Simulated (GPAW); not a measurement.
# A GW chain in GPAW: FeAs2 (Lollingite)

Aim: the G0W0 gap of FeAs2 (Lollingite) on LDA, step by step.

Calculated with GPAW 26.7.0; LDA and many-body steps on it, plane waves.

**The experiments to reproduce.**

- Gap 0.2 eV: transport gap from activated resistivity above 200 K, current along a; electrical resistivity, Arrhenius fit; bulk crystal (single crystal grown by chemical vapor transport) (“Huge Thermoelectric Power Factor: FeSb2 versus FeAs2 and RuSb2”, 2009, arxiv:0910.0784).

### 1. Set-up

The structure is orthorhombic, space group Pnnm (No. 58). The conventional cell has a = 5.301 Å, b = 5.986 Å, c = 2.882 Å, α = 90.00°, β = 90.00°, γ = 90.00°. Nearest to Fe lie 6 As at 2.36 to 2.39 Å. As has 3 Fe at 2.36 to 2.39 Å and 1 As at 2.49 Å nearest. Farther neighbours are not listed.

As a file:

```cif
data_structure
_symmetry_space_group_name_H-M 'P 1'
_symmetry_Int_Tables_number 1
_cell_length_a 5.3012
_cell_length_b 5.9858
_cell_length_c 2.8822
_cell_angle_alpha 90.000
_cell_angle_beta 90.000
_cell_angle_gamma 90.000
_cell_volume 91.46
loop_
_atom_site_label
_atom_site_type_symbol
_atom_site_fract_x
_atom_site_fract_y
_atom_site_fract_z
_atom_site_occupancy
Fe1 Fe 0.00000 0.00000 0.00000 1
Fe2 Fe 0.50000 0.50000 0.50000 1
As3 As 0.17630 0.36240 0.00000 1
As4 As 0.82370 0.63760 0.00000 1
As5 As 0.67630 0.13760 0.50000 1
As6 As 0.32370 0.86240 0.50000 1
```

The cell and positions come from the Crystallography Open Database and are kept as given unless a step says otherwise.

### 2. Ground state

This step: GPAW 26.7.0; DFT, LDA, plane waves, PAW.

The ground-state density comes first.

run.py

```python
import json
import numpy as np
from gpaw.mpi import world
from ase import Atoms
from gpaw import GPAW, PW, FermiDirac

atoms = Atoms(['Fe', 'Fe', 'As', 'As', 'As', 'As'],
    cell=[[5.3012000000, 0.0000000000, 0.0000000000],
      [0.0000000000, 5.9858000000, 0.0000000000],
      [0.0000000000, 0.0000000000, 2.8822000000]],
    scaled_positions=[[0.0000000000, 0.0000000000, 0.0000000000],
      [0.5000000000, 0.5000000000, 0.5000000000],
      [0.1763000000, 0.3624000000, 0.0000000000],
      [0.8237000000, 0.6376000000, 0.0000000000],
      [0.6763000000, 0.1376000000, 0.5000000000],
      [0.3237000000, 0.8624000000, 0.5000000000]],
    pbc=(True, True, True))
calc = GPAW(mode=PW(600),
    xc='LDA',
    kpts={'size': (4, 4, 8), 'gamma': True},
    occupations=FermiDirac(0.001),
    nbands=-9,
    convergence={'density': 1e-6, 'bands': -3},
    maxiter=100,
    txt='gs.txt')
atoms.calc = calc
res = {'energy': atoms.get_potential_energy()}
kpts = calc.get_ibz_k_points()
res['kpts'] = kpts
res['eigenvalues'] = [calc.get_eigenvalues(kpt=k) for k in range(len(kpts))]
res['n_electrons'] = calc.get_number_of_electrons()
calc.write('gs.gpw')

if world.rank == 0:
    with open('result.json', 'w') as f:
        json.dump(res, f, default=lambda x: x.tolist())
```

On the command line:

```console
> mpirun -n 4 gpaw python run.py
```

Output:

```text
__  _  _
 | _ |_)|_||  |
 |__||  | ||/\| - 26.7.0

Input parameters:
  mode=PW(ecut=600.0),
  convergence={'density': 1e-06, 'bands': -3},
  kpts=MonkhorstPack(size=(4, 4, 8), gamma=True),
  maxiter=100,
  nbands=-9,
  occupations=Occupations(name='fermi-dirac', width=0.001, fixmagmom=False),
  xc=XC(name='LDA')
  [... matrices ...]
Diagonalizing LCAO Hamiltonian
Converting LCAO to pw mode
     .------------.
    /|            |
   / |            |
  /  |   As       |
 *   .---Fe-------.
 |  /     As  As /
 | /            /
 |/  As        /
 Fe-----------*

Atoms  # Å, Bohr magnetons
|   | symbol |        x |        y |        z |    initial magnetic moments |
| 0 |     Fe | 0.000000 | 0.000000 | 0.000000 | ( 0.0000,  0.0000,  0.0000) |
| 1 |     Fe | 2.650600 | 2.992900 | 1.441100 | ( 0.0000,  0.0000,  0.0000) |
| 2 |     As | 0.934602 | 2.169254 | 0.000000 | ( 0.0000,  0.0000,  0.0000) |
| 3 |     As | 4.366598 | 3.816546 | 0.000000 | ( 0.0000,  0.0000,  0.0000) |
| 4 |     As | 3.585202 | 0.823646 | 1.441100 | ( 0.0000,  0.0000,  0.0000) |
| 5 |     As | 1.715998 | 5.162154 | 1.441100 | ( 0.0000,  0.0000,  0.0000) |

Unit cell  # Å
| periodic |        x |        y |        z |  lengths |    angles |
|      yes | 5.301200 | 0.000000 | 0.000000 | 5.301200 | 90.000000 |
|      yes | 0.000000 | 5.985800 | 0.000000 | 5.985800 | 90.000000 |
|      yes | 0.000000 | 0.000000 | 2.882200 | 2.882200 | 90.000000 |

Number of symmetries: 4
Symmetry operations  # r_c * U_cc + t_c -> r_c
|   | kind |            matrix            |
| 0 |  E   |  1, 0, 0,  0, 1, 0,  0, 0, 1 |
| 1 |  σ   |  1, 0, 0,  0, 1, 0,  0, 0,-1 |
| 2 |  C2  | -1, 0, 0,  0,-1, 0,  0, 0, 1 |
| 3 |  i   | -1, 0, 0,  0,-1, 0,  0, 0,-1 |

BZ-sampling:
  Number of BZ points: 128
  Number of IBZ points: 50

  Monkhorst-Pack size: [4, 4, 8]
  Monkhorst-Pack shift: [0.125, 0.125, 0.0625]

K-points  # in reciprocal-cell coordinates
|     |                                coordinates |     weight |
|   0 | (  0.00000000,   0.00000000,   0.00000000) | 0.00781250 |
|   1 | (  0.00000000,   0.00000000,   0.12500000) | 0.01562500 |
|   2 | (  0.00000000,   0.00000000,   0.25000000) | 0.01562500 |
|   3 | (  0.00000000,   0.00000000,   0.37500000) | 0.01562500 |
|   4 | (  0.00000000,   0.00000000,   0.50000000) | 0.00781250 |
|   5 | (  0.00000000,   0.25000000,   0.00000000) | 0.01562500 |
|   6 | (  0.00000000,   0.25000000,   0.12500000) | 0.03125000 |
|   7 | (  0.00000000,   0.25000000,   0.25000000) | 0.03125000 |
|   8 | (  0.00000000,   0.25000000,   0.37500000) | 0.03125000 |
|   9 | (  0.00000000,   0.25000000,   0.50000000) | 0.01562500 |
| ... |                                            |            |
|  49 | (  0.50000000,   0.50000000,   0.50000000) | 0.00781250 |

Plane wave coefficients: 3076
Cutoff: 600.0 eV

Spin-components: 1 (collinear spins)
Bands:           27
Projectors:      32
Spin-degeneracy: 2
Datatype:        complex128

  Storage: CPU
  Wave functions: 65_080_800 bytes (16_270_200 per core)
  Projectors: 62_670_400 bytes (15_667_600 per core)
  [... matrices ...]
Parallelization:
  kpt:    4
  domain: 1
  band:   1

Density:
  Valence electrons: 36.0
  Components: 1
  Grid points: [30 35 18]
  Charge: 0.0  # |e|

Potential:
  Grid points: [30 35 18]

species:
  Fe:
    name:    Iron
    Z:       26.0
    valence: 8
    core:    18
    charge:  0.0  # [|e|]
    compensation charges:
      type: gauss
      rc: 0.33  # [Å]
      lmax: 2
    cutoffs:
      filter: 2.06  # [Å]
      core: 2.67  # [Å]
    projectors
    | kind |    occ | energy [eV] | rcut [Å] |
    |   4s |  2.000 |      -5.481 |    1.164 |
    |   4p |  0.000 |      -1.431 |    1.058 |
    |   3d |  6.000 |      -7.753 |    1.058 |
    |    s |        |      21.730 |    1.164 |
    |    p |        |      25.780 |    1.058 |
    |    d |        |      19.459 |    1.058 |

    Using partial waves for Fe as LCAO basis

  As:
    name:    Arsenic
    Z:       33.0
    valence: 5
    core:    28
    charge:  0.0  # [|e|]
    compensation charges:
      type: gauss
      rc: 0.33  # [Å]
      lmax: 2
    cutoffs:
      filter: 1.87  # [Å]
      core: 2.96  # [Å]
    projectors
    | kind |    occ | energy [eV] | rcut [Å] |
    |   4s |  2.000 |     -14.691 |    1.058 |
    |   4p |  3.000 |      -5.342 |    1.058 |
    |    s |        |      12.520 |    1.058 |
    |    p |        |      21.869 |    1.058 |
    |    d |        |       0.000 |    1.058 |

    Using partial waves for As as LCAO basis

Reference energy: -314795.510037  # eV

eigensolver:
  PPCG
  Converge bands: -3
  niter=2

density mixing:
  MSR1-Mixer
  Pratt-step length: 0.05
  Maximum mixing coefficient: 0.75
  Old densities: 10
  SVD Regularization: 0.005
  Good broyden scale: 1.0
  Trust region scale: 1.0
  Backstep threshold: 4.0
  History deletion threshold: 6.0
  Fourier metric: weight=20.0, sigma=0.015

occupation numbers:
  Fermi-Dirac:
    width: 0.0010  # eV

poisson solver:
  ecut: 4800.0  # eV

xc functional:
  name: None

Initialization done in: 1.317 s

convergence criteria:
- Maximum integral of absolute [dens]ity change: 1e-06 electrons / valence electron
- Maximum [total energy] change in last 3 cyles: 0.0005 eV / valence electron
- Maximum integral of absolute [eigenst]ate change: 4e-08 eV^2 / valence electron
maximum number of iterations: 100

SCF iterations
|iter     |     time |      energy | eigst |  dens |
|iter:   1|  |  -47.255026 | +0.75 |       |
|iter:   2|  |  -45.346055 | -0.74 | -0.77 |
|iter:   3|  |  -44.705140 | -1.17 | -0.97 |
|iter:   4|  |  -44.304513 | -1.87 | -1.13 |
|iter:   5|  |  -44.115026 | -1.85 | -1.33 |
|iter:   6|  |  -44.144888 | -2.07 | -1.81 |
|iter:   7|  |  -44.107855 | -2.32 | -1.74 |
|iter:   8|  |  -44.104435 | -3.02 | -2.02 |
|iter:   9|  |  -44.104856c| -3.86 | -2.48 |
|iter:  10|  |  -44.104893c| -4.48 | -2.84 |
|iter:  11|  |  -44.104891c| -5.20 | -3.59 |
|iter:  12|  |  -44.104892c| -5.69 | -3.98 |
|iter:  13|  |  -44.104892c| -6.19 | -4.27 |
|iter:  14|  |  -44.104892c| -6.73 | -4.66 |
|iter:  15|  |  -44.104892c| -7.10 | -5.27 |
|iter:  16|  |  -44.104892c| -7.43c| -5.68 |
|iter:  17|  |  -44.104892c| -7.65c| -6.04c|

Converged in 17 steps
SCF loop duration: 27.954 s (1.644 s/step)
Energy contributions relative to reference atoms: (reference = -314795.510037)
  [... matrices ...]
Energy contributions:
  Kinetic:          48.216673
  Coulomb:         -42.408469
  Zero:              0.100806
  External:          0.000000
  Xc:              -50.013903
  Entropy:          -0.000000
  Spinorbit:         0.000000
  ----------------------------
  Free energy:     -44.104892
  Extrapolated:    -44.104892

dipole moment: (-13.021592, -14.703208, -26.250768)  # |e|*Ang

Fermi level: 8.798
Eigenvalues  # (at kpt = [0.000, 0.000, 0.000])
| band index |      eig [eV] | occ [0-2] |
|          0 |        -5.750 |     2.000 |
|        ... |               |           |
|         10 |         6.980 |     2.000 |
|         11 |         7.368 |     2.000 |
|         12 |         7.536 |     2.000 |
|         13 |         7.553 |     2.000 |
|         14 |         8.070 |     2.000 |
|         15 |         8.422 |     2.000 |
|         16 |         8.473 |     2.000 |
|         17 |         8.558 |     2.000 |
|         18 |        10.237 |     0.000 |
[...]
|         22 |        13.372 |     0.000 |
|         23 |        13.555 |     0.000 |
|         24 |        15.014 |     0.000 |
|         25 |        15.029 |     0.000 |
|         26 |        15.320 |     0.000 |

Gap: 0.265 eV
Transition (v -> c):
  (s=0, k=11, n=17, [0.00, 0.50, 0.12]) -> (s=0, k=2, n=18, [0.00, 0.00, 0.25])
Direct/indirect transitions are different
Direct gap: 0.426 eV
Transition at: (s=0, k=7, n=17, [0.00, 0.25, 0.25])
# Writing to gs.gpw (mode='')
  [... matrices ...]
```

Elapsed: 31 s, on 4 MPI ranks of Arm Neoverse V2, shared host; peak memory 0.81 GiB.

This step gave:

- total energy: -44.10 eV
- gap: 0.2645 eV
- k of the valence top: 0, 0.5, 0.125
- k of the conduction bottom: 0, 0, 0.25
- least direct gap: 0.4265 eV

The gap is indirect, with the least direct gap 0.16 eV higher.

### 3. Bands along the symmetry lines

Levels along a band path, at the cheap level, show where the edges lie and whether the meshes to come will hold them.

run.py

```python
import json
import numpy as np
from gpaw.mpi import world
from gpaw import GPAW

path = [[0.000000, 0.000000, 0.000000],
    [0.062500, 0.000000, 0.000000],
    [0.125000, 0.000000, 0.000000],
    [0.187500, 0.000000, 0.000000],
    [0.250000, 0.000000, 0.000000],
    [0.312500, 0.000000, 0.000000],
    [0.375000, 0.000000, 0.000000],
    [0.437500, 0.000000, 0.000000],
    [0.500000, 0.000000, 0.000000],
    [0.500000, 0.062500, 0.000000],
    [0.500000, 0.125000, 0.000000],
    [0.500000, 0.187500, 0.000000],
    [0.500000, 0.250000, 0.000000],
    [0.500000, 0.312500, 0.000000],
    [0.500000, 0.375000, 0.000000],
    [0.500000, 0.437500, 0.000000],
    [0.500000, 0.500000, 0.000000],
    [0.437500, 0.500000, 0.000000],
    [0.375000, 0.500000, 0.000000],
    [0.312500, 0.500000, 0.000000],
    [0.250000, 0.500000, 0.000000],
    [0.187500, 0.500000, 0.000000],
    [0.125000, 0.500000, 0.000000],
    [0.062500, 0.500000, 0.000000],
    [0.000000, 0.500000, 0.000000],
    [0.000000, 0.437500, 0.000000],
    [0.000000, 0.375000, 0.000000],
    [0.000000, 0.312500, 0.000000],
    [0.000000, 0.250000, 0.000000],
    [0.000000, 0.187500, 0.000000],
    [0.000000, 0.125000, 0.000000],
    [0.000000, 0.062500, 0.000000],
    [0.000000, 0.000000, 0.000000],
    [0.000000, 0.000000, 0.062500],
    [0.000000, 0.000000, 0.125000],
    [0.000000, 0.000000, 0.187500],
    [0.000000, 0.000000, 0.250000],
    [0.000000, 0.000000, 0.312500],
    [0.000000, 0.000000, 0.375000],
    [0.000000, 0.000000, 0.437500],
    [0.000000, 0.000000, 0.500000],
    [0.062500, 0.000000, 0.500000],
    [0.125000, 0.000000, 0.500000],
    [0.187500, 0.000000, 0.500000],
    [0.250000, 0.000000, 0.500000],
    [0.312500, 0.000000, 0.500000],
    [0.375000, 0.000000, 0.500000],
    [0.437500, 0.000000, 0.500000],
    [0.500000, 0.000000, 0.500000],
    [0.500000, 0.062500, 0.500000],
    [0.500000, 0.125000, 0.500000],
    [0.500000, 0.187500, 0.500000],
    [0.500000, 0.250000, 0.500000],
    [0.500000, 0.312500, 0.500000],
    [0.500000, 0.375000, 0.500000],
    [0.500000, 0.437500, 0.500000],
    [0.500000, 0.500000, 0.500000],
    [0.437500, 0.500000, 0.500000],
    [0.375000, 0.500000, 0.500000],
    [0.312500, 0.500000, 0.500000],
    [0.250000, 0.500000, 0.500000],
    [0.187500, 0.500000, 0.500000],
    [0.125000, 0.500000, 0.500000],
    [0.062500, 0.500000, 0.500000],
    [0.000000, 0.500000, 0.500000],
    [0.000000, 0.437500, 0.500000],
    [0.000000, 0.375000, 0.500000],
    [0.000000, 0.312500, 0.500000],
    [0.000000, 0.250000, 0.500000],
    [0.000000, 0.187500, 0.500000],
    [0.000000, 0.125000, 0.500000],
    [0.000000, 0.062500, 0.500000],
    [0.000000, 0.000000, 0.500000],
    [0.500000, 0.000000, 0.000000],
    [0.500000, 0.000000, 0.062500],
    [0.500000, 0.000000, 0.125000],
    [0.500000, 0.000000, 0.187500],
    [0.500000, 0.000000, 0.250000],
    [0.500000, 0.000000, 0.312500],
    [0.500000, 0.000000, 0.375000],
    [0.500000, 0.000000, 0.437500],
    [0.500000, 0.000000, 0.500000],
    [0.000000, 0.500000, 0.000000],
    [0.000000, 0.500000, 0.062500],
    [0.000000, 0.500000, 0.125000],
    [0.000000, 0.500000, 0.187500],
    [0.000000, 0.500000, 0.250000],
    [0.000000, 0.500000, 0.312500],
    [0.000000, 0.500000, 0.375000],
    [0.000000, 0.500000, 0.437500],
    [0.000000, 0.500000, 0.500000],
    [0.500000, 0.500000, 0.000000],
    [0.500000, 0.500000, 0.062500],
    [0.500000, 0.500000, 0.125000],
    [0.500000, 0.500000, 0.187500],
    [0.500000, 0.500000, 0.250000],
    [0.500000, 0.500000, 0.312500],
    [0.500000, 0.500000, 0.375000],
    [0.500000, 0.500000, 0.437500],
    [0.500000, 0.500000, 0.500000]]
calc = GPAW('gs.gpw').fixed_density(kpts=path,
    symmetry='off',
    nbands=28,
    convergence={'bands': 24},
    txt='bands.txt')
res = {}
kpts = calc.get_ibz_k_points()
res['kpts'] = kpts
res['eigenvalues'] = [calc.get_eigenvalues(kpt=k) for k in range(len(kpts))]
res['n_electrons'] = calc.get_number_of_electrons()

if world.rank == 0:
    with open('result.json', 'w') as f:
        json.dump(res, f, default=lambda x: x.tolist())
```

On the command line:

```console
> mpirun -n 4 gpaw python run.py
```

Output:

```text
Diagonalizing LCAO Hamiltonian
Converting LCAO to pw mode
convergence criteria:
- Maximum integral of absolute [eigenst]ate change: 4e-08 eV^2 / valence electron
maximum number of iterations: 100

SCF iterations
|iter     |     time |      energy | eigst |  dens |
|iter:   1|  |             | +0.93 |       |
|iter:   2|  |             | -1.54 |       |
|iter:   3|  |             | -2.36 |       |
[...]
|iter:  18|  |             | -7.07 |       |
|iter:  19|  |             | -7.24 |       |
|iter:  20|  |             | -7.42c|       |
SCF steps: 20
  __  _  _
 | _ |_)|_||  |
 |__||  | ||/\| - 26.7.0

Input parameters:
  mode=PW(ecut=600.0),
  convergence={'bands': 24},
  gpts=array([30, 35, 18]),
  kpts=KPoints(kpts=array([[0.    , 0.    , 0.    ],
         [0.0625, 0.    , 0.    ],
         [0.125 , 0.    , 0.    ],
         [0.1875, 0.    , 0.    ],
         [0.25  , 0.    , 0.    ],
         [0.3125, 0.    , 0.    ],
         [0.375 , 0.    , 0.    ],
[...]
[0.5   , 0.0625, 0.    ],
[...]
[0.5   , 0.1875, 0.    ],
[...]
[0.5   , 0.3125, 0.    ],
[...]
[0.    , 0.    , 0.0625],
[...]
[0.    , 0.    , 0.1875],
[...]
[0.    , 0.    , 0.3125],
[...]
[0.1875, 0.5   , 0.5   ],
[...]
[0.0625, 0.5   , 0.5   ],
[...]
[0.    , 0.1875, 0.5   ],
[...]
[0.    , 0.0625, 0.5   ],
[...]
[0.5   , 0.5   , 0.25  ],
         [0.5   , 0.5   , 0.3125],
         [0.5   , 0.5   , 0.375 ],
         [0.5   , 0.5   , 0.4375],
         [0.5   , 0.5   , 0.5   ]])),
  maxiter=100,
  nbands=28,
  occupations=Occupations(name='fermi-dirac', width=0.001, fixmagmom=False),
  parallel={},
  symmetry=Symmetry(point_group=False, time_reversal=False),
  xc=XC(name='LDA')
```

The job ended after 62 s (4 MPI ranks; peak memory 1 GiB; 4.1 min of CPU time).

Numbers from this step:

- gap: 0.2335 eV
- k of the valence top: 0, 0.5, 0.1875
- k of the conduction bottom: 0, 0, 0.3125
- least direct gap: 0.5751 eV

The gap is 0.234 eV, −0.031 eV from the run before at this level.

Electronic bands along the path, in eV, zero at the top of the highest filled band:

| point | band 15 | band 16 | band 17 | band 18 | band 19 | band 20 | band 21 | band 22 |
| --- | --- | --- | --- | --- | --- | --- | --- | --- |
| Γ | -0.56 | -0.21 | -0.16 | -0.07 | 1.61 | 2.47 | 4.21 | 4.72 |
| halfway | -0.59 | -0.33 | -0.18 | -0.10 | 1.90 | 2.97 | 3.43 | 4.11 |
| X | -0.59 | -0.59 | -0.16 | -0.16 | 3.16 | 3.16 | 3.60 | 3.60 |
| halfway | -0.93 | -0.93 | -0.14 | -0.14 | 2.06 | 2.06 | 4.34 | 4.34 |
| S | -1.05 | -1.05 | -0.11 | -0.11 | 1.33 | 1.33 | 4.33 | 4.33 |
| halfway | -0.62 | -0.62 | -0.15 | -0.15 | 1.77 | 1.77 | 3.93 | 3.93 |
| Y | -0.24 | -0.24 | -0.20 | -0.20 | 2.40 | 2.40 | 2.92 | 2.92 |
| halfway | -0.54 | -0.23 | -0.18 | -0.13 | 1.74 | 2.65 | 2.80 | 3.87 |
| Γ | -0.56 | -0.21 | -0.16 | -0.07 | 1.61 | 2.47 | 4.21 | 4.72 |
| halfway | -0.71 | -0.62 | -0.60 | -0.41 | 0.24 | 1.00 | 1.64 | 2.39 |
| Z | -0.93 | -0.93 | -0.33 | -0.33 | 0.52 | 0.52 | 1.86 | 1.86 |
| halfway | -1.07 | -1.07 | -0.38 | -0.38 | 0.64 | 0.64 | 1.77 | 1.77 |
| U | -0.91 | -0.91 | -0.45 | -0.45 | 0.78 | 0.78 | 1.76 | 1.76 |
| halfway | -0.77 | -0.77 | -0.26 | -0.26 | 0.71 | 0.71 | 1.95 | 1.95 |
| R | -0.80 | -0.80 | -0.04 | -0.04 | 0.55 | 0.55 | 2.44 | 2.44 |
| halfway | -0.82 | -0.82 | -0.48 | -0.48 | 0.52 | 0.52 | 1.72 | 1.72 |
| T | -0.94 | -0.94 | -0.40 | -0.40 | 0.49 | 0.49 | 0.86 | 0.86 |
| halfway | -1.08 | -1.08 | -0.50 | -0.50 | 0.52 | 0.52 | 1.41 | 1.41 |
| Z | -0.93 | -0.93 | -0.33 | -0.33 | 0.52 | 0.52 | 1.86 | 1.86 |
| jump to X | -0.59 | -0.59 | -0.16 | -0.16 | 3.16 | 3.16 | 3.60 | 3.60 |
| halfway | -0.76 | -0.76 | -0.45 | -0.45 | 1.45 | 1.45 | 1.93 | 1.93 |
| U | -0.91 | -0.91 | -0.45 | -0.45 | 0.78 | 0.78 | 1.76 | 1.76 |
| jump to Y | -0.24 | -0.24 | -0.20 | -0.20 | 2.40 | 2.40 | 2.92 | 2.92 |
| halfway | -1.03 | -1.03 | -0.04 | -0.04 | 0.76 | 0.76 | 2.31 | 2.31 |
| T | -0.94 | -0.94 | -0.40 | -0.40 | 0.49 | 0.49 | 0.86 | 0.86 |
| jump to S | -1.05 | -1.05 | -0.11 | -0.11 | 1.33 | 1.33 | 4.33 | 4.33 |

### 4. Empty states on the mesh, 4×4×6 mesh, 317 bands

The sums over transitions need many empty states on a uniform mesh; this step solves for them.

run.py

```python
import json
import numpy as np
from gpaw.mpi import world
from gpaw import GPAW

calc = GPAW('gs.gpw').fixed_density(kpts={'size': (4, 4, 6), 'gamma': True},
    parallel={'domain': 1, 'band': 1},
    txt='nscf.txt')
calc.diagonalize_full_hamiltonian(nbands=317)
calc.write('full.gpw', mode='all')
res = {}
kpts = calc.get_ibz_k_points()
res['kpts'] = kpts
res['eigenvalues'] = [calc.get_eigenvalues(kpt=k) for k in range(len(kpts))]
res['n_electrons'] = calc.get_number_of_electrons()

if world.rank == 0:
    with open('result.json', 'w') as f:
        json.dump(res, f, default=lambda x: x.tolist())
```

On the command line:

```console
> mpirun -n 4 gpaw python run.py
```

Output:

```text
Diagonalizing LCAO Hamiltonian
Converting LCAO to pw mode
convergence criteria:
- Maximum integral of absolute [eigenst]ate change: 4e-08 eV^2 / valence electron
maximum number of iterations: 100

SCF iterations
|iter     |     time |      energy | eigst |  dens |
|iter:   1|  |             | +0.91 |       |
|iter:   2|  |             | -1.45 |       |
|iter:   3|  |             | -2.23 |       |
[...]
|iter:  19|  |             | -7.21 |       |
|iter:  20|  |             | -7.35 |       |
|iter:  21|  |             | -7.41c|       |
SCF steps: 21
  __  _  _
 | _ |_)|_||  |
 |__||  | ||/\| - 26.7.0

Input parameters:
  mode=PW(ecut=600.0),
  convergence={'density': 1e-06, 'bands': -3},
  gpts=array([30, 35, 18]),
  kpts=MonkhorstPack(size=(4, 4, 6), gamma=True),
  maxiter=100,
  nbands=27,
  occupations=Occupations(name='fermi-dirac', width=0.001, fixmagmom=False),
  parallel={'domain': 1, 'band': 1},
  xc=XC(name='LDA')
Matrix size: 3076x3076
# Writing to full.gpw (mode='all')
  [... matrices ...]

timing:  # [seconds]
  Total: 255.247  # ━━━━━━━━━━━━━━━━━━━━━━━━━━━━━━━━━━━━━━━━━━━━━━━━━━━━━━━━━
```

It took 4.7 min on 4 MPI ranks; peak memory 4.3 GiB.

This step gave:

```yaml
gap: 0.2474 eV
k_of_the_valence_top: 0, 0.5, 0.1667
k_of_the_conduction_bottom: 0, 0, 0.3333
least_direct_gap: 0.4546 eV
k_points_computed: 40
lowest_point_of_the_top_converged_band_above_the_valence_top: 112.9689 eV
```

On this mesh the gap is 0.247 eV.

(Part 1 of 2 ends here.)

[Paths, hosts, dates, memory and timing lines, banners, echoed tables and standing remarks are left out of the program output.]

[Logs are printed without paths, hosts, clocks, repeated set-up lines and the standing remarks that a program may print on its own settings, such as how far it seeks lower states.]

[Runs of the session that timed out or met a known fault of the program may be left out.]

[Hosts, paths, dates, database ids (printed as entryN), source tags and the programs' standing remarks are cut or masked in the printed files.]
